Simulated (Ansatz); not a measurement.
# N on Ta(110): change of the work function, part 4 of 4

Wanted: Δφ(θ) for N/Ta(110), starting from the hollow site.

Ansatz 0.2.0; plane-wave DFT, PBE, Ansatz PAW (set soft_1); PAW set soft_1.

So far, work function, upper face (eV): step 2 (the clean slab) 4.76; step 3 (37 atoms, coverage 0.111 ML, cell 3x3) 4.68; step 4 (17 atoms, coverage 0.25 ML, cell 2x2) 4.74.

## Step 5: The covered slab, k-mesh 6×6×1, coverage 0.5 ML (continued)

Step by step:

```tsv
step	energy less that of the first step (eV)	largest force component (eV/Å)
1	0.0000	4.6951
2	-3.2196	5.0834
3	-5.9222	3.8374
4	-7.2343	1.4692
5	-7.4808	0.4642
6	-7.5571	0.1237
7	-7.5626	0.0399
8	-7.5630	0.0317
9	-7.5632	0.0052
```

Forces are held to the 2 operations that the run works with; a distortion that breaks them can't arise in this run.

The atoms that moved most (Å):

```tsv
atom	dx	dy	dz	length
N18	-0.135	0.072	-0.758	0.773
N17	-0.135	0.072	-0.758	0.773
Ta12	-0.278	0.097	0.211	0.363
Ta4	-0.278	0.097	0.211	0.363
Ta16	-0.122	-0.100	0.036	0.162
Ta8	-0.122	-0.100	0.036	0.162
Ta11	-0.049	0.014	0.029	0.058
Ta3	-0.049	0.014	0.029	0.058
```

Final coordinates:

```cif
data_structure
_symmetry_space_group_name_H-M 'P 1'
_symmetry_Int_Tables_number 1
_cell_length_a 5.7331
_cell_length_b 5.7331
_cell_length_c 26.8380
_cell_angle_alpha 90.000
_cell_angle_beta 90.000
_cell_angle_gamma 70.529
_cell_volume 831.67
loop_
_atom_site_label
_atom_site_type_symbol
_atom_site_fract_x
_atom_site_fract_y
_atom_site_fract_z
_atom_site_occupancy
Ta1 Ta 0.00000 0.00000 0.33535 1
Ta2 Ta 0.25000 0.25000 0.42255 1
Ta3 Ta 0.99274 0.99688 0.51095 1
Ta4 Ta 0.20558 0.23493 0.60155 1
Ta5 Ta 0.00000 0.50000 0.33535 1
Ta6 Ta 0.25000 0.75000 0.42255 1
Ta7 Ta 0.99869 0.49658 0.50841 1
Ta8 Ta 0.25200 0.72191 0.59503 1
Ta9 Ta 0.50000 0.00000 0.33535 1
Ta10 Ta 0.75000 0.25000 0.42255 1
Ta11 Ta 0.49274 0.99688 0.51095 1
Ta12 Ta 0.70558 0.23493 0.60155 1
Ta13 Ta 0.50000 0.50000 0.33535 1
Ta14 Ta 0.75000 0.75000 0.42255 1
Ta15 Ta 0.49869 0.49658 0.50841 1
Ta16 Ta 0.75200 0.72191 0.59503 1
N17 N 0.39466 0.41656 0.63643 1
N18 N 0.89466 0.41656 0.63643 1
```

The relaxation took 9 steps and lowered the energy by 7.6 eV; the largest force on the free atoms ends at 0.0052 eV/Å.

The covered face has 5.14 eV, +0.37 eV against the clean one; the bare back face has moved by -0.03 eV, a measure of how thin the slab is.

## Step 6: The covered slab, k-mesh 12×12×1, coverage 1 ML

System of this step: Ta4N (N/Ta(110)). The cell holds 5 atoms: 4 Ta and 1 N. Cell: a = 2.867 Å, b = 2.867 Å, c = 26.838 Å, α = 90.0°, β = 90.0°, γ = 70.5°. Vacuum lies along c.

Another coverage, to see how the dipoles act on each other as their distance changes.

input.yaml

```yaml
crystal:
  lattice:
    - [2.3405234457, -1.655, 0.0]
    - [2.3405234457, 1.655, 0.0]
    - [0.0, 0.0, 26.837982771]
  atoms:
    - { symbol: Ta, position: [0.0, 0.0, 0.335345621] }
    - { symbol: Ta, position: [0.5, 0.5, 0.4225549865] }
    - { symbol: Ta, position: [0.0, 0.0, 0.5098653749] }
    - { symbol: Ta, position: [0.5, 0.5, 0.5936754518] }
    - { symbol: "N", position: [0.84, 0.84, 0.664654379] }
kpoints:
  mp_grid: { grid: [12, 12, 1] }
hamiltonian:
  xc: pbe
  pseudopotentials: { kind: paw, azcp: { folder: soft_1 } }
scf:
  occupations: { method: fermi_dirac, width: 0.1 }
  convergence: { dr2_threshold: 1.0e-08 }
efield:
  axis: 3
  dipole_correction: true
  ramp_position: 0.97
  ramp_width: 0.06
relax:
  f_tol: 0.02
  max_steps: 60
  constraints: [{ sites: [0, 1] }]
output:
  write_potential: true
  write_density: true
  volumetric_format: npy
```

Started as:

```
$ ansatz run input.yaml --threads 4 --pin off --max-ram 16384MiB --backend cpu --events-out ev --progress --plain --runs-dir out
```

Numbers of over 12 decimals in the logs are rounded to 6 here.

The log of the run:

```text
[...]
Crystal: 5 atoms, lattice volume = 207.917 Å³
Basis set: ecut = 420 eV, 4067 PW (Γ), exchange–correlation on 40×40×360 points (8 copies of the dense FFT grid, shifted against one another)
Bands: 35, of which v1, the nominal top of the filled ones, is band 29 counted from 1 (28 counted from 0)
Symmetry: 2 space group operations
[...]
F+E_penalty+E_count = -40116.42920619 eV   max|allowed force component| = 5.658e-3 eV/Å
  atoms:
    - { symbol: Ta, position: [0.0, 0.0, 0.335346] }
    - { symbol: Ta, position: [0.500000, 0.500000, 0.422555] }
    - { symbol: Ta, position: [-0.00280809, -0.00280809, 0.508755] }
    - { symbol: Ta, position: [0.473227, 0.473227, 0.601694] }
    - { symbol: N, position: [0.846969, 0.846969, 0.635154] }
[key lines of the parts left out:]
SCF converged after 6 iterations
Free energy (F): -40116.429206 eV
Fermi energy:    3.630086 eV
Dipole field:    D = -0.027369 V/Å  (p = -0.031448 e·Å, saw-weighted, corrected)
Work function:   Φ+ = 5.5433 eV   Φ− = 4.8088 eV
```

It took 53 s on 4 threads of Arm Neoverse V1, shared host; peak memory 0.61 GiB.

The steps of the relaxation:

```tsv
step	energy less that of the first step (eV)	largest force component (eV/Å)
1	0.0000	4.3982
2	-1.5887	5.0414
3	-3.3114	2.9804
4	-3.8127	1.2358
5	-3.8923	0.9528
6	-3.9405	0.1293
7	-3.9420	0.0293
8	-3.9422	0.0057
```

Forces are held to the 2 operations that the run works with; a distortion that breaks them can't arise in this run.

The atoms that moved most (Å):

```tsv
atom	dx	dy	dz	length
N5	0.033	0.000	-0.792	0.792
Ta4	-0.125	0.000	0.215	0.249
Ta3	-0.013	0.000	-0.030	0.033
```

The relaxed structure:

```xyz
5
Lattice="2.3405 -1.6550 0.0000 2.3405 1.6550 0.0000 0.0000 0.0000 26.8380" Properties=species:S:1:pos:R:3
Ta    0.0000    0.0000    9.0000
Ta    2.3405    0.0000   11.3405
Ta   -0.0131    0.0000   13.6540
Ta    2.2152    0.0000   16.1482
N     3.9647    0.0000   17.0463
```

The relaxation took 8 steps and lowered the energy by 3.9 eV; the largest force on the free atoms ends at 0.0057 eV/Å.

The covered face has 5.54 eV, +0.78 eV against the clean one; the bare back face has moved by -0.01 eV, a measure of how thin the slab is.

## Step 7: Work function against coverage

This step: plane-wave DFT, PBE, Ansatz PAW (set soft_1); work function against coverage; PAW set soft_1 (Ansatz 0.2.0).

The runs are now put side by side.

Numbers from this step:

| Quantity | Value |
| --- | --- |
| work function of the clean face | 4.764 eV |
| largest change of the work function | 0.7790 eV |

Work function of the covered face against coverage:

```tsv
coverage (adsorbates/nm²)	work function of the covered face (eV)
0.00	4.76
1.43	4.68
3.23	4.74
6.45	5.14
12.91	5.54
```

The dipole per adsorbate comes from the change of the cell's dipole. Coverage, by row:

```tsv
coverage (1/nm²)	coverage (ML)	work function (eV)	change (eV)	dipole per adsorbate, positive end outwards (debye)	mean height of the added atoms over the highest substrate atom (Å)
1.434	0.1111	4.683	-0.08114	0.099	0.9105
3.227	0.25	4.743	-0.02096	-0.013	0.9676
6.454	0.5	5.135	0.3712	-0.165	0.9359
12.91	1	5.543	0.779	-0.161	0.898
```

## Step 8: Outcome

| Item | Value |
| --- | --- |
| work function of the clean face | 4.76 eV |
| work function at 0.11 ML | 4.68 eV |
| work function at 0.25 ML | 4.74 eV |
| work function at 0.5 ML | 5.14 eV |
| work function at 1 ML | 5.54 eV |
| dipole per adsorbate at 0.11 ML, positive end outwards | 0.10 D |

What this shows: At the lowest coverage N changes the work function of Ta(110) by under 0.15 eV, within the error of so thin a slab; the largest change, +0.78 eV, comes at higher coverage. The slab has 4 layers, at the tabulated experimental lattice constant, one starting site was run, and quantum-size effects of a slab this thin can reach one or two tenths of an eV.

[Logs are printed without paths, hosts, clocks, repeated set-up lines and the standing remarks that a program may print on its own settings, such as how far it seeks lower states.]

[Hosts, paths, dates, database ids (printed as entryN), source tags and the programs' standing remarks are cut or masked in the printed files.]

[Maps of the electrostatic potential energy from Ansatz leave out the sawtooth potential of an applied field or a dipole correction, so their vacuum need not be flat; planar profiles and work functions include it.]
